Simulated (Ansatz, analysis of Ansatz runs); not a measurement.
# MnGeO3 (R-3): does an added electron stay on Mn?

Aim: the energy barrier that a trapped electron meets when it moves from one Mn atom to another one nearby in MnGeO3 (R-3). The model is a cell of 80 host atoms.

Method: plane-wave PAW DFT, PBEsol+U; relaxation of all atoms of a supercell at fixed charge in a uniform background; PAW set soft_1, in Ansatz 0.2.0.

### Step 1. The structure

The cell holds 80 atoms: 16 Mn, 16 Ge and 48 O. Cell: a = 11.229 Å, b = 11.229 Å, c = 11.229 Å, α = 53.3°, β = 53.3°, γ = 53.3°. It derives from MnGeO3 (space group R-3). Nearest the centre at fractional (0.068, 0.068, 0.318): O45 at 1.08 Å, Mn2 at 1.71 Å, O9 at 2.05 Å, Ge64 at 2.33 Å, O26 at 2.39 Å, O27 at 2.49 Å, Mn21 at 2.52 Å, Mn41 at 2.52 Å.

Hubbard terms: Mn d 5.0 eV. They were chosen, not fitted, to curb self-interaction in the shells named, the trial site's among them. The two sites are Mn21 and Mn41. The cell's shortest repeat is 10.1 Å. The host's moments were started antiferromagnetic in the unit cell, high spin; both sites carry the same spin direction.

### Step 2. The cell without the carrier

The neutral cell is relaxed first, from small random displacements, so that bond lengths and moments with the carrier can be set beside those of a relaxed cell without it.

Contents of neutral.relax/input.yaml:

```yaml
crystal:
  lattice:
    - [5.0401609, 2.90993825, 9.60331119]
    - [-5.0401609, 2.90993825, 9.60331119]
    - [0.0, -5.81987651, 9.60331119]
  atoms:
    - { symbol: Mn, position: [0.317766, 0.317766, 0.317766], spin: 5.0 }
    - { symbol: Mn, position: [0.182234, 0.182234, 0.182234], spin: -5.0 }
    - { symbol: Ge, position: [0.07862, 0.07862, 0.07862] }
    - { symbol: Ge, position: [0.42138, 0.42138, 0.42138] }
    - { symbol: O, position: [0.478776, 0.10234, 0.280387] }
    - { symbol: O, position: [0.280387, 0.478776, 0.10234] }
    - { symbol: O, position: [0.10234, 0.280387, 0.478776] }
    - { symbol: O, position: [0.021224, 0.39766, 0.219613] }
    - { symbol: O, position: [0.219613, 0.021224, 0.39766] }
    - { symbol: O, position: [0.39766, 0.219613, 0.021224] }
    - { symbol: Mn, position: [0.317766, 0.317766, 0.817766], spin: 5.0 }
    - { symbol: Mn, position: [0.182234, 0.182234, 0.682234], spin: -5.0 }
    - { symbol: Ge, position: [0.07862, 0.07862, 0.57862] }
    - { symbol: Ge, position: [0.42138, 0.42138, 0.92138] }
    - { symbol: O, position: [0.478776, 0.10234, 0.780387] }
    - { symbol: O, position: [0.280387, 0.478776, 0.60234] }
    - { symbol: O, position: [0.10234, 0.280387, 0.978776] }
    - { symbol: O, position: [0.021224, 0.39766, 0.719613] }
    - { symbol: O, position: [0.219613, 0.021224, 0.89766] }
    - { symbol: O, position: [0.39766, 0.219613, 0.521224] }
    - { symbol: Mn, position: [0.317766, 0.817766, 0.317766], spin: 5.0 }
    - { symbol: Mn, position: [0.182234, 0.682234, 0.182234], spin: -5.0 }
    - { symbol: Ge, position: [0.07862, 0.57862, 0.07862] }
    - { symbol: Ge, position: [0.42138, 0.92138, 0.42138] }
    - { symbol: O, position: [0.478776, 0.60234, 0.280387] }
    - { symbol: O, position: [0.280387, 0.978776, 0.10234] }
    - { symbol: O, position: [0.10234, 0.780387, 0.478776] }
    - { symbol: O, position: [0.021224, 0.89766, 0.219613] }
    - { symbol: O, position: [0.219613, 0.521224, 0.39766] }
    - { symbol: O, position: [0.39766, 0.719613, 0.021224] }
    - { symbol: Mn, position: [0.317766, 0.817766, 0.817766], spin: 5.0 }
    - { symbol: Mn, position: [0.182234, 0.682234, 0.682234], spin: -5.0 }
    - { symbol: Ge, position: [0.07862, 0.57862, 0.57862] }
    - { symbol: Ge, position: [0.42138, 0.92138, 0.92138] }
    - { symbol: O, position: [0.478776, 0.60234, 0.780387] }
    - { symbol: O, position: [0.280387, 0.978776, 0.60234] }
    - { symbol: O, position: [0.10234, 0.780387, 0.978776] }
    - { symbol: O, position: [0.021224, 0.89766, 0.719613] }
    - { symbol: O, position: [0.219613, 0.521224, 0.89766] }
    - { symbol: O, position: [0.39766, 0.719613, 0.521224] }
    - { symbol: Mn, position: [0.817766, 0.317766, 0.317766], spin: 5.0 }
    - { symbol: Mn, position: [0.682234, 0.182234, 0.182234], spin: -5.0 }
    - { symbol: Ge, position: [0.57862, 0.07862, 0.07862] }
    - { symbol: Ge, position: [0.92138, 0.42138, 0.42138] }
    - { symbol: O, position: [0.978776, 0.10234, 0.280387] }
    - { symbol: O, position: [0.780387, 0.478776, 0.10234] }
    - { symbol: O, position: [0.60234, 0.280387, 0.478776] }
    - { symbol: O, position: [0.521224, 0.39766, 0.219613] }
    - { symbol: O, position: [0.719613, 0.021224, 0.39766] }
    - { symbol: O, position: [0.89766, 0.219613, 0.021224] }
    - { symbol: Mn, position: [0.817766, 0.317766, 0.817766], spin: 5.0 }
    - { symbol: Mn, position: [0.682234, 0.182234, 0.682234], spin: -5.0 }
    - { symbol: Ge, position: [0.57862, 0.07862, 0.57862] }
    - { symbol: Ge, position: [0.92138, 0.42138, 0.92138] }
    - { symbol: O, position: [0.978776, 0.10234, 0.780387] }
    - { symbol: O, position: [0.780387, 0.478776, 0.60234] }
    - { symbol: O, position: [0.60234, 0.280387, 0.978776] }
    - { symbol: O, position: [0.521224, 0.39766, 0.719613] }
    - { symbol: O, position: [0.719613, 0.021224, 0.89766] }
    - { symbol: O, position: [0.89766, 0.219613, 0.521224] }
    - { symbol: Mn, position: [0.817766, 0.817766, 0.317766], spin: 5.0 }
    - { symbol: Mn, position: [0.682234, 0.682234, 0.182234], spin: -5.0 }
    - { symbol: Ge, position: [0.57862, 0.57862, 0.07862] }
    - { symbol: Ge, position: [0.92138, 0.92138, 0.42138] }
    - { symbol: O, position: [0.978776, 0.60234, 0.280387] }
    - { symbol: O, position: [0.780387, 0.978776, 0.10234] }
    - { symbol: O, position: [0.60234, 0.780387, 0.478776] }
    - { symbol: O, position: [0.521224, 0.89766, 0.219613] }
    - { symbol: O, position: [0.719613, 0.521224, 0.39766] }
    - { symbol: O, position: [0.89766, 0.719613, 0.021224] }
    - { symbol: Mn, position: [0.817766, 0.817766, 0.817766], spin: 5.0 }
    - { symbol: Mn, position: [0.682234, 0.682234, 0.682234], spin: -5.0 }
    - { symbol: Ge, position: [0.57862, 0.57862, 0.57862] }
    - { symbol: Ge, position: [0.92138, 0.92138, 0.92138] }
    - { symbol: O, position: [0.978776, 0.60234, 0.780387] }
    - { symbol: O, position: [0.780387, 0.978776, 0.60234] }
    - { symbol: O, position: [0.60234, 0.780387, 0.978776] }
    - { symbol: O, position: [0.521224, 0.89766, 0.719613] }
    - { symbol: O, position: [0.719613, 0.521224, 0.89766] }
    - { symbol: O, position: [0.89766, 0.719613, 0.521224] }
basis:
  ecutwfc: 420
  xc_grid: 2
hamiltonian:
  xc: pbesol
  hubbard:
    sites: [{ species: Mn, l: d, u_eff: 5.0 }]
    projectors: ortho-atomic
  pseudopotentials: { kind: paw, azcp: { folder: soft_1 }, xc_functional: pbe }
kpoints:
  mp_grid: { grid: [1, 1, 1] }
magnetization:
  spin_polarized: true
  initial_magnetization: 0
  spin_locking: { lock_magnetization: hard }
scf:
  occupations: { method: fermi_dirac, width: 0.01 }
  max_iter: 120
  lower_state_search: "off"
output:
  forces: true
relax:
  f_tol: 0.02
  max_steps: 70
  random_displacement: { amplitude: 0.04, seed: 2129 }
checkpoint:
  write: "../neutral.relax.run"
  compress: false
  write_wavefunctions: true
  write_every: 100000
```

Command:

```bash
$ ansatz run input.yaml --threads 32 --pin off --max-ram 84787MiB --backend cuda --events-out ev --progress --plain --runs-dir out --max-vram 78GiB
```

Numbers of over 12 decimals in the logs are rounded to 6 here.

The program printed:

```text
[... repeated set-up lines and file paths are left out, and long positions are rounded to six places ...]
Engine: ansatz 0.2.0, aarch64-unknown-linux-gnu
Pseudopotentials: kind: paw
Pseudopotential: Mn, paw, valence charge 15, recommended cutoff 420 eV (normal), soft_1/Mn.paw.azcp
Pseudopotential: Ge, paw, valence charge 14, recommended cutoff 420 eV (normal), soft_1/Ge.paw.azcp
Pseudopotential: O, paw, valence charge 6, recommended cutoff 420 eV (normal), soft_1/O.paw.azcp
Functional definition: PBEsol
  exchange = pbesol_x
  correlation = pbesol_c
[...]
Crystal: 80 atoms, lattice volume = 845.085 Å³
Basis set: ecut = 420 eV, 16545 PW (Γ), exchange–correlation on 160×160×160 points (8 copies of the dense FFT grid, shifted against one another)
Bands: 456, of which v1, the nominal top of the filled ones, is band 376 counted from 1 (375 counted from 0)
Symmetry: 1 space group operations
k-points: 1
Non-local potential: Mn, projectors of the file, l = 0: 3, l = 1: 2, l = 2: 3, l = 3: 1
Non-local potential: Ge, projectors of the file, l = 0: 2, l = 1: 2, l = 2: 3, l = 3: 1
Non-local potential: O, projectors of the file, l = 0: 2, l = 1: 2, l = 2: 1
PAW form: soft (Blöchl's): semilocal exchange-correlation on the pseudo side does not see the compensation charge
PAW frozen core: Mn, regenerated for the run's functional, and the local potential with it (the file was generated under x = pbe(κ = 0.804, μ = 0.219515), c = pbe(β = 0.066725))
[...]
--- Per-component energies (eV) ---
  E_band       = -6418.577765
  E_kinetic    = 14597.488776
  E_local      = -84031.030486  (includes V_loc(G=0)·N_el)
  E_nonlocal   = 13723.012801
  E_hartree    = 34880.149961
  E_xc         = -6195.667499
  E_vxc        = -7540.792614  (∫ρ·V_xc dr)
  E_hubbard    = 10.102807  (on-site DFT+U / exact-exchange correction)
  E_vhub       = -188.379116  (the Hubbard potential's part of the band-sum identity)
  E_paw        = -60118.067625  (= ΣΔE_a)
  E_vpaw       = -12739.212652  (= ΣTr[D̂ρ^β])
  E_aug_tail   = 0.038594  (compensation charges beyond the density's cutoff)
  E_ewald      = -69751.841618
  E_core_change = 19.095234  (= ΣΔE_core)
  E_smearing   = -0.000000  (= −TS)
  E_closure    = -0.000000  (closes the sum)
  Σ components = -156866.719056   (vs F -156866.719056, Δ=0.00e0)
--- Forces (eV/Å), atoms counted from 1 ---
  atom   1  Mn     0.00413620    -0.01149321     0.01026736
  atom   2  Mn     0.00003733     0.00136135    -0.00166234
  atom   3  Ge     0.00553321    -0.01008450    -0.00780548
  [... 3 atoms left out ...]
  [... 74 more lines of this table ...]
  max |Σ_I F_I| component: 2.48e-4 eV/Å
--- Band table (eV) ---
  k-point 0 ↑: bands = ["-70.0505", "-70.0503", "-70.0488", "-70.0476", "-70.0452", "-70.0444", "-70.0443", "-70.0423", "-65.0594", [... rest cut ...]
  k-point 0 ↓: bands = ["-70.0492", "-70.0469", "-70.0468", "-70.0450", "-70.0449", "-70.0446", "-70.0436", "-70.0436", "-65.0612", [... rest cut ...]
Occupation matrices written to <dir>
--- Relaxed structure (4 steps of the walk, 4 accepted, 0 SCFs on fresh bases) ---
  F+E_penalty+E_count = -156866.71905604 eV   max|allowed force component| = 1.771e-2 eV/Å
  atoms:
    - { symbol: Mn, position: [0.317447, 0.318369, 0.316719] }
    - { symbol: Mn, position: [0.182380, 0.182927, 0.181747] }
    - { symbol: Ge, position: [0.078357, 0.079473, 0.078151] }
    [... 3 atoms left out ...]
  [... 74 more lines of this table ...]
[key lines of the parts left out:]
SCF converged after 4 iterations
Magnetization: 0.0000 μB (376.0000 up, 376.0000 down)
Free energy (F): -156866.719056 eV
Fermi energy:    10.825367 (↑ 10.824893, ↓ 10.825815) eV
```

It took 5.5 s on 1 × NVIDIA GB200 with 32 threads of Arm Neoverse V2, shared host; peak memory 1.6 GiB; 20 s of CPU time.

The largest displacement from an ideal site is 0.008 Å.

(Part 1 of 2 ends here.)

[Logs are printed without paths, hosts, clocks, repeated set-up lines and the standing remarks that a program may print on its own settings, such as how far it seeks lower states.]

[Hosts, paths, dates, database ids (printed as entryN), source tags and the programs' standing remarks are cut or masked in the printed files.]
